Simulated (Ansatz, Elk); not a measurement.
# LuPOs: X-ray structure factors from the self-consistent density

Structure refinements treat a crystal as free atoms side by side. For a made-up structure of LuPOs (cell and positions from a PBEsol relaxation) the runs below show what the calculated density changes in F(hkl).

Calculated with Elk 11.2.3 (patched build); DFT, PBE, all-electron APW+lo, Dirac cores, scalar-relativistic bands, static density, no spin.

This account leaves out most program logs.

The structure was built from a prototype and need not be the compound's stable phase.

## Step 1: Starting point

The structure is hexagonal, space group P6_3/mmc (No. 194). The conventional cell has a = 3.925 Å, b = 3.925 Å, c = 8.034 Å, α = 90.00°, β = 90.00°, γ = 120.00°. Os has 3 P at 2.27 Å and 6 Lu at 3.03 Å nearest. Nearest to Lu lie 6 P at 3.03 Å and 6 Os at 3.03 Å. Nearest to P lie 3 Os at 2.27 Å and 6 Lu at 3.03 Å. Farther neighbours are not listed.

Structure file:

```cif
data_structure
_symmetry_space_group_name_H-M 'P 1'
_symmetry_Int_Tables_number 1
_cell_length_a 3.9247
_cell_length_b 3.9247
_cell_length_c 8.0340
_cell_angle_alpha 90.000
_cell_angle_beta 90.000
_cell_angle_gamma 120.000
_cell_volume 107.17
loop_
_atom_site_label
_atom_site_type_symbol
_atom_site_fract_x
_atom_site_fract_y
_atom_site_fract_z
_atom_site_occupancy
Os1 Os 0.33333 0.66667 0.26407 1
Os2 Os 0.66667 0.33333 0.76407 1
Lu3 Lu 0.00000 0.00000 0.01407 1
Lu4 Lu 0.00000 0.00000 0.51407 1
P5 P 0.66667 0.33333 0.26407 1
P6 P 0.33333 0.66667 0.76407 1
```

## Step 2: Ground state and structure factors

An all-electron density is needed, since X-rays see the cores too. Task 0 finds the density and task 195 Fourier-transforms it; tshift is off so that phases refer to the origin typed.

File elk.in:

```
tasks
  0
  195

xctype
  20

spinpol
  .false.

rgkmax
  7.0

gmaxvr
  14.0

lmaxo
  7

lmaxapw
  8

swidth
  0.002

tshift
  .false.

ramdisk
  .false.

hmaxvr
  5.5

maxscl
  120

epspot
  1e-06

sppath
  './'

avec
  7.41666455926 -0.00000000000 0.00000000000
  -3.70833227963 6.42301991967 -0.00000000000
  0.00000000000 -0.00000000000 15.18202043115

atoms
  3
  'Os.in'
  2
  0.3333333333 0.6666666667 0.2640666576   0.000000 0.000000 0.000000
  0.6666666667 0.3333333333 0.7640666576   0.000000 0.000000 0.000000
  'Lu.in'
  2
  0.0000000000 0.0000000000 1.0140683256   0.000000 0.000000 0.000000
  0.0000000000 -0.0000000000 0.5140683256   0.000000 0.000000 0.000000
  'P.in'
  2
  0.6666666667 0.3333333333 0.2640650168   0.000000 0.000000 0.000000
  0.3333333333 0.6666666667 0.7640650168   0.000000 0.000000 0.000000

ngridk
  7 7 3
```

The run is started by

```console
$ OMP_NUM_THREADS=4 elk
```

Elapsed: 77 s, on 4 threads of Arm Neoverse V1, shared host; peak memory 0.41 GiB.

SFACRHO.OUT:

```text

h k l indices transformed by vhmat matrix:
   1.000000000       0.000000000       0.000000000    
   0.000000000       1.000000000       0.000000000    
   0.000000000       0.000000000       1.000000000    

      h      k      l  multipl.   |H|            Re(F)            Im(F)           |F|

      0      0      0      1   0.0000000       324.00000      0.60909762E-16   324.00000    
      0      0     -1      1  0.41385699      0.11134638E-13  0.23837534E-13  0.26309850E-13
      0      0      1      1  0.41385699      0.11134638E-13 -0.23837534E-13  0.26309850E-13
      0      0      2      1  0.82771398      -34.621308      -6.1811235       35.168754    
      0      0     -2      1  0.82771398      -34.621308       6.1811235       35.168754    
     -1      0      0      3  0.97822915       46.887389      0.12546071E-14   46.887389    
      0     -1      0      3  0.97822915       46.887389      0.48929676E-13   46.887389    
      1     -1     -1      3   1.0621722      -96.658019       8.5654376       97.036794    
      0     -1     -1      3   1.0621722       96.658019      -8.5654376       97.036794    
      1      0      1      3   1.0621722      -96.658019      -8.5654376       97.036794    
      1     -1      1      3   1.0621722       96.658019       8.5654376       97.036794    
      0      0     -3      1   1.2415710      0.83431371E-13 -0.18819106E-13  0.85527495E-13
      0      0      3      1   1.2415710      0.83431371E-13  0.18819106E-13  0.85527495E-13
     -1      1      2      3   1.2814221       193.20160       34.514069       196.26024    
      1     -1      2      3   1.2814221       193.20160       34.514069       196.26024    
     -1      1     -2      3   1.2814221       193.20160      -34.514069       196.26024    
      0      1     -2      3   1.2814221       193.20160      -34.514069       196.26024    
      1      0     -3      3   1.5806425      -86.280883       23.429719       89.405495
```

Elk indexes on the primitive cell of elk.in and gives |H| = 4π sin θ/λ in inverse bohr. Below, one row stands for each form hkl of the conventional cell (m members, Friedel mates merged), F is for one primitive cell and the density is static (no thermal factor). Free-atom factors are Waasmaier and Kirfel's, and R is Σm||F|−|F'||/Σm|F|. Elk warned that it couldn't find a linearisation energy, which lowers the accuracy of some states in this run and its variants.

| hkl | m | sin θ/λ (Å⁻¹) | abs F, DFT | neutral atoms | diff. | abs of complex diff. |
| --- | --- | --- | --- | --- | --- | --- |
| 001 | 2 | 0.062 | 0.000 | 0.000 | +0.000 | 0.000 |
| 002 | 2 | 0.124 | 35.169 | 34.581 | +0.588 | 0.588 |
| 100 | 6 | 0.147 | 46.887 | 47.256 | -0.368 | 0.368 |
| 101 | 12 | 0.160 | 97.037 | 96.960 | +0.077 | 0.077 |
| 003 | 2 | 0.187 | 0.000 | 0.000 | +0.000 | 0.000 |
| 102 | 12 | 0.193 | 196.261 | 196.468 | -0.207 | 0.207 |
| 103 | 12 | 0.238 | 89.406 | 89.868 | -0.462 | 0.462 |
| 004 | 2 | 0.249 | 252.480 | 253.535 | -1.055 | 1.055 |
| 110 | 6 | 0.255 | 250.775 | 251.702 | -0.927 | 0.927 |
| 111 | 12 | 0.262 | 0.000 | 0.000 | +0.000 | 0.000 |
| 112 | 12 | 0.284 | 24.835 | 25.158 | -0.324 | 0.324 |
| 104 | 12 | 0.289 | 41.446 | 41.547 | -0.101 | 0.101 |
| 200 | 6 | 0.294 | 41.526 | 41.276 | +0.250 | 0.250 |
| 201 | 12 | 0.301 | 83.722 | 83.855 | -0.133 | 0.133 |
| 005 | 2 | 0.311 | 0.000 | 0.000 | +0.000 | 0.000 |
| 113 | 12 | 0.316 | 0.000 | 0.000 | +0.000 | 0.000 |
| 202 | 12 | 0.320 | 167.489 | 168.101 | -0.612 | 0.612 |
| 105 | 12 | 0.344 | 79.458 | 79.697 | -0.239 | 0.239 |

## Step 3: The highest occupied states alone

An energy window below the Fermi level keeps the highest occupied states, to see at which angles they scatter; shallow core shells can lie inside it and anion s states outside. No new self-consistency is needed.

elk.in: that of step 2 with these lines changed.

```diff
@@ -1,3 +1,2 @@
 tasks
-  0
   195
@@ -40,2 +39,5 @@
 
+wsfac
+  -0.175700 0.675540
+
 sppath
```

The run is started by

```console
$ OMP_NUM_THREADS=4 elk
```

It took 19 s on 4 threads; peak memory 0.19 GiB.

States within 15 eV below the Fermi level hold 60.00 electrons; any levels below the window count with the cores. Their amplitudes can exceed the total, where window and core parts have opposite phase:

```csv
hkl,sin θ/λ (Å⁻¹),"abs F, window","abs F, all"
001,0.062,0.000,0.000
002,0.124,12.331,35.169
100,0.147,19.791,46.887
101,0.160,2.586,97.037
003,0.187,0.000,0.000
102,0.193,26.922,196.261
103,0.238,0.986,89.406
004,0.249,23.317,252.480
110,0.255,22.965,250.775
111,0.262,0.000,0.000
```

## Step 4: Another functional

The difference from free atoms is small, so it is set against the change that PBEsol makes.

elk.in: that of step 3 with these lines changed.

```diff
@@ -1,2 +1,3 @@
 tasks
+  0
   195
@@ -4,3 +5,3 @@
 xctype
-  20
+  22
 
@@ -39,5 +40,2 @@
 
-wsfac
-  -0.175700 0.675540
-
 sppath
```

The run is started by

```console
$ OMP_NUM_THREADS=4 elk
```

It took 77 s on 4 threads; peak memory 0.41 GiB; 4 min of CPU time.

Against the first run R = 0.01 %; the largest change is -0.031 at 002.

## Step 5: A coarser k-mesh

About half the k-points along each axis test the sampling.

elk.in: that of step 4 with these lines changed.

```diff
@@ -5,3 +5,3 @@
 xctype
-  22
+  20
 
@@ -64,2 +64,2 @@
 ngridk
-  7 7 3
+  4 4 2
```

The run is started by

```console
$ OMP_NUM_THREADS=4 elk
```

It took 43 s on 4 threads; peak memory 0.38 GiB.

Against the first run R = 0.00 %; the largest change is -0.042 at 004.

## Step 6: Settings against the effect

```
          run  R against the first run (%)  R against neutral atoms, low angle (%)  wall time
PBE, rgkmax 7                         0.00                                    0.33       77 s
       PBEsol                         0.01                                    0.34       77 s
 k-mesh 4×4×2                         0.00                                    0.33       43 s
```

## Step 7: Results

* R against neutral atoms, sin θ/λ < 0.3 Å⁻¹: 0.33 %
* R against neutral atoms, 0.3 to 0.83 Å⁻¹: 0.22 %

Independent neutral atoms miss the calculated amplitudes by R = 0.33 % below 0.3 Å⁻¹ and 0.22 % from there to 0.83 Å⁻¹; by shells, 0.96 % below 0.15 Å⁻¹ (2 forms), 0.30 % 0.15 to 0.3 (8 forms), 0.18 % 0.3 to 0.45 (15 forms), 0.22 % above 0.45 (96 forms). Bonding, aspherical density and the tables' own atoms all enter these figures, and the runs don't part them. The largest change of an amplitude is -1.06 electrons, at 004. The window's part falls from 60.0 electrons at the origin to at most 12.70 between 0.45 and 0.83 Å⁻¹, where compact states inside the window still scatter. Below 0.3 Å⁻¹ the changes that finished (PBEsol and k-mesh 4×4×2) move F by R = 0.01 % at most, against the 0.33 % that separates it from free atoms. The basis has no finished test. These runs have no spin, though d or f shells may be open. Spin-orbit coupling is left out, which can matter for elements this heavy. Part of the difference isn't bonding: the tables are fits to free atoms and ions calculated by other methods than this functional. Thermal motion, anomalous dispersion and extinction are left out.

[Logs are printed without paths, hosts, clocks, repeated set-up lines and the standing remarks that a program may print on its own settings, such as how far it seeks lower states.]

[Hosts, paths, dates, database ids (printed as entryN), source tags and the programs' standing remarks are cut or masked in the printed files.]
